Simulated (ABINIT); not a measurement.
# YAlS3 (Pm-3m): zone-centre phonons

Aim: the zone-centre modes of YAlS3 (Pm-3m).

Method: DFT LDA, scalar-relativistic, plane waves, PseudoDojo norm-conserving pseudopotentials, in ABINIT 10.8.3.

The structure was built from a prototype and need not be the compound's stable phase.

### 1. The starting structure

It takes space group Pm-3m (No. 221, cubic). The conventional cell has a = 4.617 Å, b = 4.617 Å, c = 4.617 Å, α = 90.00°, β = 90.00°, γ = 90.00°. Y has 12 S at 3.26 Å nearest. Nearest to Al lie 6 S at 2.31 Å. Nearest to S lie 2 Al at 2.31 Å and 4 Y at 3.26 Å. Farther neighbours and most contacts between anions are not listed.

### 2. A probe with smearing

A first run with smearing and empty bands tells whether the crystal has a gap, which decides between fixed occupations and smearing later on.

The input, probe.abi:

```
# ground state
tolvrs 1.0d-08
prtden 1
prtwf 1

# basis, mesh and filling
ecut 38.0
ecutsm 3.0
ngkpt 4 4 4
nshiftk 1
shiftk 0.0 0.0 0.0
istwfk *1
occopt 7
tsmear 0.005
nband 24
nstep 100
diemac 9.0
prtebands 0
prtgsr 0
useylm 1

# cell and atoms
acell 3*1.0 Angstrom
rprim 
    4.6172 0.0 0.0
    0.0 4.6172 0.0
    0.0 0.0 4.6172
ntypat 3
znucl 39 13 16
natom 5
typat 1 2 3 3 3
xred 
    0.0 0.0 0.0
    0.5 0.5 0.5
    0.5 0.5 0.0
    0.5 0.0 0.5
    0.0 0.5 0.5
pp_dirpath "./pseudo"
pseudos "Y.upf, Al.upf, S.upf"
```

Run with:

```console
$ OMP_NUM_THREADS=1 mpirun -n 4 abinit probe.abi > probe.log
```

Numbers of over 12 decimals in the logs are rounded to 6 here.

probe.abo, the main output file:

```text
[banners, grids, parts of the stress and lines that vanish by symmetry left out]
- input  file    -> probe.abi
- output file    -> probe.abo
- root for input  files -> probei
[...]
Symmetries : space group Pm -3 m (#221); Bravais cP (primitive cubic)
[...]
mpw =        7464          nfft =      125000          nkpt =          10
[...]
== DATASET  1 ==================================================================
[...]
cutoff_energies: {ecut:  38.0, pawecutdg:  -1.0, }
[...]
ETOT  1  -76.470177708969    -7.647E+01 6.316E-02 9.702E+02
 ETOT  2  -76.558284118182    -8.811E-02 3.424E-02 3.192E+02
 ETOT  3  -76.606417051209    -4.813E-02 4.374E-03 2.424E+01
 ETOT  4  -76.608979973344    -2.563E-03 1.626E-03 8.165E-01
 ETOT  5  -76.609060762770    -8.079E-05 1.812E-03 1.658E-03
 ETOT  6  -76.609060909284    -1.465E-07 2.851E-04 3.390E-04
 ETOT  7  -76.609060943689    -3.440E-08 3.544E-04 4.491E-06
 ETOT  8  -76.609060944228    -5.394E-10 8.213E-05 1.086E-07
 ETOT  9  -76.609060944240    -1.231E-11 1.944E-04 7.833E-10
 At SCF step    9       vres2   =  7.83E-10 < tolvrs=  1.00E-08 =>converged.
[...]
sigma(1 1)=  1.58432644E-04  sigma(3 2)=  0.00000000E+00
  sigma(2 2)=  1.58432644E-04  sigma(3 1)=  0.00000000E+00
  sigma(3 3)=  1.58432644E-04  sigma(2 1)=  0.00000000E+00
[...]
convergence: {deltae: -1.231E-11, res2:  7.833E-10, residm:  1.944E-04, diffor: null, }
etotal    :  -7.66090609E+01
[...]
sigma(1 1)=  1.58432644E-04  sigma(3 2)=  0.00000000E+00
  sigma(2 2)=  1.58432644E-04  sigma(3 1)=  0.00000000E+00
  sigma(3 3)=  1.58432644E-04  sigma(2 1)=  0.00000000E+00
[...]
- sigma(1 1)=  4.66124930E+00  sigma(3 2)=  0.00000000E+00
- sigma(2 2)=  4.66124930E+00  sigma(3 1)=  0.00000000E+00
- sigma(3 3)=  4.66124930E+00  sigma(2 1)=  0.00000000E+00
[...]
fcart     -0.0000000000E+00 -0.0000000000E+00 -0.0000000000E+00
           strten      1.5843264356E-04  1.5843264356E-04  1.5843264356E-04
================================================================================

[key lines of the parts left out:]
pressure_GPa:  -4.6612E+00
```

Run time: 19 s. Hardware: 4 MPI ranks of Arm Neoverse V2, shared host.

This step gave:

```yaml
volume_per_atom: 19.69 Å³
pressure: -4.661 GPa
gap_on_the_k_mesh: 0 eV
```

No gap opens on this mesh, so smearing is kept.

### 3. Rough relaxation

The typed start is rough, so a first relaxation with smearing and loose thresholds takes it towards rest cheaply.

The input, prerelax.abi:

```
# relaxation
ionmov 2
optcell 2
dilatmx 1.15
chkdilatmx 0
ntime 40
tolmxf 3.0d-04
tolvrs 1.0d-10
prtwf 0
prtden 0
chksymtnons 0

# basis, mesh and filling
ecut 30.4
ecutsm 3.0
ngkpt 4 4 4
nshiftk 1
shiftk 0.0 0.0 0.0
istwfk *1
occopt 7
tsmear 0.005
nband 24
nstep 100
diemac 1000000.0
prtebands 0
prtgsr 0
useylm 1

# cell and atoms
acell 3*1.0 Angstrom
rprim 
    4.6172 0.0 0.0
    0.0 4.6172 0.0
    0.0 0.0 4.6172
ntypat 3
znucl 39 13 16
natom 5
typat 1 2 3 3 3
xred 
    0.0 0.0 0.0
    0.5 0.5 0.5
    0.5 0.5 0.0
    0.5 0.0 0.5
    0.0 0.5 0.5
pp_dirpath "./pseudo"
pseudos "Y.upf, Al.upf, S.upf"
```

Run with:

```console
$ OMP_NUM_THREADS=1 mpirun -n 4 abinit prerelax.abi > prerelax.log
```

prerelax.abo, the main output file:

```text
[banners, grids, parts of the stress and lines that vanish by symmetry left out]
- input  file    -> prerelax.abi
- output file    -> prerelax.abo
- root for input  files -> prerelaxi
[...]
Symmetries : space group Pm -3 m (#221); Bravais cP (primitive cubic)
[...]
mpw =        8217          nfft =      125000          nkpt =          10
[...]
== DATASET  1 ==================================================================
[...]
cutoff_energies: {ecut:  30.4, pawecutdg:  -1.0, }
[...]
ETOT  1  -76.477030301844    -7.648E+01 5.067E-02 9.601E+02
 ETOT  2  -76.587575403163    -1.105E-01 9.564E-03 1.098E+02
 ETOT  3  -76.606656143976    -1.908E-02 2.279E-03 1.500E+01
 ETOT  4  -76.608151087649    -1.495E-03 1.221E-03 1.286E+00
 ETOT  5  -76.608289493937    -1.384E-04 4.916E-04 9.897E-03
[...]
At SCF step   10       vres2   =  2.34E-11 < tolvrs=  1.00E-10 =>converged.
[...]
ETOT  7  -76.611133030507    -1.947E-12 9.987E-05 6.321E-11
 At SCF step    7       vres2   =  6.32E-11 < tolvrs=  1.00E-10 =>converged.
[...]
sigma(1 1)=  4.36744578E-07  sigma(3 2)=  0.00000000E+00
  sigma(2 2)=  4.36744578E-07  sigma(3 1)=  0.00000000E+00
  sigma(3 3)=  4.36744578E-07  sigma(2 1)=  0.00000000E+00
[...]
convergence: {deltae: -1.947E-12, res2:  6.321E-11, residm:  9.987E-05, diffor: null, }
etotal    :  -7.66111330E+01
[...]
At Broyd/MD step   4, gradients are converged :
[...]
sigma(1 1)=  4.36744578E-07  sigma(3 2)=  0.00000000E+00
  sigma(2 2)=  4.36744578E-07  sigma(3 1)=  0.00000000E+00
  sigma(3 3)=  4.36744578E-07  sigma(2 1)=  0.00000000E+00
[...]
- sigma(1 1)=  1.28494691E-02  sigma(3 2)=  0.00000000E+00
- sigma(2 2)=  1.28494691E-02  sigma(3 1)=  0.00000000E+00
- sigma(3 3)=  1.28494691E-02  sigma(2 1)=  0.00000000E+00
[...]
fcart     -0.0000000000E+00 -0.0000000000E+00 -0.0000000000E+00
           strten      4.3674457752E-07  4.3674457752E-07  4.3674457752E-07
================================================================================

[key lines of the parts left out:]
pressure_GPa:  -1.2849E-02
Total energy (etotal) [Ha]= -7.66111330305066E+01
```

Elapsed: 65 s, on 4 MPI ranks.

Relaxation path:

```tsv
step	energy less that of the first step (eV)	largest force (eV/Å)	volume (Å³)
1	0.0000	0.0000	98.43
2	-0.0357	0.0000	97.04
3	-0.0771	0.0000	93.10
4	-0.0774	0.0000	93.36
```

```tsv
conventional cell, symmetrised	before	after	change
a (Å)	4.617	4.537	-1.7 %
b (Å)	4.617	4.537	-1.7 %
c (Å)	4.617	4.537	-1.7 %
volume (Å³/atom)	19.69	18.67	-5.2 %
```

The relaxed structure:

```xyz
5
Lattice="4.5365 0.0000 0.0000 0.0000 4.5365 0.0000 0.0000 0.0000 4.5365" Properties=species:S:1:pos:R:3 pbc="T T T"
Y     0.0000    0.0000    0.0000
Al    2.2683    2.2683    2.2683
S     2.2683    2.2683    0.0000
S     2.2683    0.0000    2.2683
S     0.0000    2.2683    2.2683
```

Numbers from this step:

```yaml
volume_per_atom: 18.67 Å³
pressure: -0.01285 GPa
```

The volume changes by -5.2 % in this run and stands -5.2 % from the first cell.

### 4. Relaxing the cell and atoms

The harmonic expansion needs vanishing forces, and a free crystal bears no stress, so cell and atoms are brought to rest. Stress is more sensitive to the basis than forces are: the last 3 Ha under the cutoff are smoothed with ecutsm.

The input, relax.abi:

```
# relaxation
ionmov 2
optcell 2
dilatmx 1.08
ntime 40
tolmxf 1.0d-05
tolvrs 1.0d-14
prtwf 0
prtden 0
chksymtnons 0

# basis, mesh and filling
ecut 38.0
ecutsm 3.0
ngkpt 6 6 6
nshiftk 1
shiftk 0.0 0.0 0.0
istwfk *1
occopt 7
tsmear 0.01
nband 24
nstep 100
diemac 1000000.0
prtebands 0
prtgsr 0
useylm 1

# cell and atoms
acell 3*1.0 Angstrom
rprim 
    4.536513698 0.0 0.0
    0.0 4.536513698 0.0
    0.0 0.0 4.536513698
ntypat 3
znucl 39 13 16
natom 5
typat 1 2 3 3 3
xred 
    0.0 0.0 0.0
    0.5 0.5 0.5
    0.5 0.5 0.0
    0.5 0.0 0.5
    0.0 0.5 0.5
pp_dirpath "./pseudo"
pseudos "Y.upf, Al.upf, S.upf"
```

Run with:

```console
$ OMP_NUM_THREADS=1 mpirun -n 4 abinit relax.abi > relax.log
```

relax.abo, the main output file:

```text
[banners, grids, parts of the stress and lines that vanish by symmetry left out]
- input  file    -> relax.abi
- output file    -> relax.abo
- root for input  files -> relaxi
[...]
Symmetries : space group Pm -3 m (#221); Bravais cP (primitive cubic)
[...]
mpw =        9008          nfft =      157464          nkpt =          20
[...]
== DATASET  1 ==================================================================
[...]
cutoff_energies: {ecut:  38.0, pawecutdg:  -1.0, }
[...]
ETOT  1  -76.484092543846    -7.648E+01 5.792E-02 1.168E+03
 ETOT  2  -76.593138577310    -1.090E-01 3.128E-02 1.345E+02
 ETOT  3  -76.611183189406    -1.804E-02 3.396E-03 1.564E+01
 ETOT  4  -76.612308783840    -1.126E-03 2.826E-03 1.390E+00
 ETOT  5  -76.612418829970    -1.100E-04 3.075E-03 9.339E-04
[...]
At SCF step   12       vres2   =  1.54E-15 < tolvrs=  1.00E-14 =>converged.
[...]
sigma(1 1)=  1.85199295E-06  sigma(3 2)=  0.00000000E+00
  sigma(2 2)=  1.85199295E-06  sigma(3 1)=  0.00000000E+00
  sigma(3 3)=  1.85199295E-06  sigma(2 1)=  0.00000000E+00
[...]
convergence: {deltae: -1.648E-12, res2:  1.543E-15, residm:  1.457E-04, diffor: null, }
etotal    :  -7.66124189E+01
[...]
ETOT  1  -76.612418996946    -7.661E+01 4.684E-05 1.520E-03
[...]
At SCF step    9       vres2   =  2.43E-17 < tolvrs=  1.00E-14 =>converged.
[...]
sigma(1 1)=  1.29947523E-06  sigma(3 2)=  0.00000000E+00
  sigma(2 2)=  1.29947523E-06  sigma(3 1)=  0.00000000E+00
  sigma(3 3)=  1.29947523E-06  sigma(2 1)=  0.00000000E+00
[...]
convergence: {deltae:  6.395E-12, res2:  2.432E-17, residm:  2.329E-06, diffor: null, }
etotal    :  -7.66124191E+01
[...]
ETOT  1  -76.612418634820    -7.661E+01 1.351E-06 8.406E-03
[...]
ETOT  8  -76.612419272213     4.434E-12 8.122E-07 6.654E-14
 ETOT  9  -76.612419272214    -2.984E-13 1.019E-06 1.410E-16
 At SCF step    9       vres2   =  1.41E-16 < tolvrs=  1.00E-14 =>converged.
[...]
sigma(1 1)= -8.95423877E-10  sigma(3 2)=  0.00000000E+00
  sigma(2 2)= -8.95423877E-10  sigma(3 1)=  0.00000000E+00
  sigma(3 3)= -8.95423875E-10  sigma(2 1)=  0.00000000E+00
[...]
convergence: {deltae: -2.984E-13, res2:  1.410E-16, residm:  1.019E-06, diffor: null, }
etotal    :  -7.66124193E+01
[...]
At Broyd/MD step   3, gradients are converged :
[...]
sigma(1 1)= -8.95423877E-10  sigma(3 2)=  0.00000000E+00
  sigma(2 2)= -8.95423877E-10  sigma(3 1)=  0.00000000E+00
  sigma(3 3)= -8.95423875E-10  sigma(2 1)=  0.00000000E+00
[...]
- sigma(1 1)= -2.63442800E-05  sigma(3 2)=  0.00000000E+00
- sigma(2 2)= -2.63442800E-05  sigma(3 1)=  0.00000000E+00
- sigma(3 3)= -2.63442799E-05  sigma(2 1)=  0.00000000E+00
[...]
fcart     -0.0000000000E+00 -0.0000000000E+00 -0.0000000000E+00
           strten     -8.9542387741E-10 -8.9542387697E-10 -8.9542387480E-10
================================================================================

[key lines of the parts left out:]
pressure_GPa:   2.6344E-05
Total energy (etotal) [Ha]= -7.66124192722136E+01
```

The job ended after 1.8 min (4 MPI ranks).

Little changed from the start: no atom moved by 0.005 Å and no cell edge by 0.1 %.

Read from the output:

- volume per atom: 18.66 Å³
- pressure: 2.63e-5 GPa

The volume changes by -0.1 % in this run and stands -5.2 % from the first cell.

### 5. Ground state

First-order wavefunctions inherit every error of the ground state, hence the very tight tolvrs. ecutsm is kept as in the relaxation, so that the cell stays at rest. Smearing stays on, as the first look found no gap above 0.3 eV.

The input, gs.abi:

```
# ground state
tolvrs 1.0d-16
prtden 1
prtwf 1

# basis, mesh and filling
ecut 38.0
ecutsm 3.0
ngkpt 6 6 6
nshiftk 1
shiftk 0.0 0.0 0.0
istwfk *1
occopt 7
tsmear 0.01
nband 24
nstep 100
diemac 1000000.0
prtebands 0
prtgsr 0
useylm 1

# cell and atoms
acell 3*1.0 Angstrom
rprim 
    4.535669189 0.0 0.0
    0.0 4.535669189 0.0
    0.0 0.0 4.535669189
ntypat 3
znucl 39 13 16
natom 5
typat 1 2 3 3 3
xred 
    0.0 0.0 0.0
    0.5 0.5 0.5
    0.5 0.5 0.0
    0.5 0.0 0.5
    0.0 0.5 0.5
pp_dirpath "./pseudo"
pseudos "Y.upf, Al.upf, S.upf"
```

Run with:

```console
$ OMP_NUM_THREADS=1 mpirun -n 4 abinit gs.abi > gs.log
```

gs.abo, the main output file:

```text
[banners, grids, parts of the stress and lines that vanish by symmetry left out]
- input  file    -> gs.abi
- output file    -> gs.abo
- root for input  files -> gsi
[...]
Symmetries : space group Pm -3 m (#221); Bravais cP (primitive cubic)
[...]
mpw =        7088          nfft =      110592          nkpt =          20
[...]
== DATASET  1 ==================================================================
[...]
cutoff_energies: {ecut:  38.0, pawecutdg:  -1.0, }
[...]
ETOT  1  -76.480315485369    -7.648E+01 5.914E-02 8.425E+02
 ETOT  2  -76.591815781276    -1.115E-01 2.414E-02 1.030E+02
 ETOT  3  -76.611203056956    -1.939E-02 3.690E-03 1.075E+01
 ETOT  4  -76.612332387772    -1.129E-03 3.287E-03 7.611E-01
 ETOT  5  -76.612419196714    -8.681E-05 1.781E-03 4.353E-04
[...]
ETOT 12  -76.612419268374     5.599E-12 4.475E-05 4.655E-16
 ETOT 13  -76.612419268376    -1.933E-12 2.890E-05 4.686E-18
 At SCF step   13       vres2   =  4.69E-18 < tolvrs=  1.00E-16 =>converged.
[...]
sigma(1 1)= -9.05574768E-10  sigma(3 2)=  0.00000000E+00
  sigma(2 2)= -9.05574771E-10  sigma(3 1)=  0.00000000E+00
  sigma(3 3)= -9.05574770E-10  sigma(2 1)=  0.00000000E+00
[...]
convergence: {deltae: -1.933E-12, res2:  4.686E-18, residm:  2.890E-05, diffor: null, }
etotal    :  -7.66124193E+01
[...]
sigma(1 1)= -9.05574768E-10  sigma(3 2)=  0.00000000E+00
  sigma(2 2)= -9.05574771E-10  sigma(3 1)=  0.00000000E+00
  sigma(3 3)= -9.05574770E-10  sigma(2 1)=  0.00000000E+00
[...]
- sigma(1 1)= -2.66429295E-05  sigma(3 2)=  0.00000000E+00
- sigma(2 2)= -2.66429296E-05  sigma(3 1)=  0.00000000E+00
- sigma(3 3)= -2.66429296E-05  sigma(2 1)=  0.00000000E+00
[...]
fcart     -0.0000000000E+00 -0.0000000000E+00 -0.0000000000E+00
           strten     -9.0557476795E-10 -9.0557477055E-10 -9.0557476969E-10
================================================================================

[key lines of the parts left out:]
pressure_GPa:   2.6643E-05
```

Wall time 33 s (4 MPI ranks).

This step gave:

* pressure: 2.66e-5 GPa

The cell stands at 2.7e-5 GPa, close enough for phonons.

(Continued in part 2 of 3.)

[Host names and launcher messages were left out of these logs when they were recorded.]

[Logs are printed without paths, hosts, clocks, repeated set-up lines and the standing remarks that a program may print on its own settings, such as how far it seeks lower states.]

[Hosts, paths, dates, database ids (printed as entryN), source tags and the programs' standing remarks are cut or masked in the printed files.]
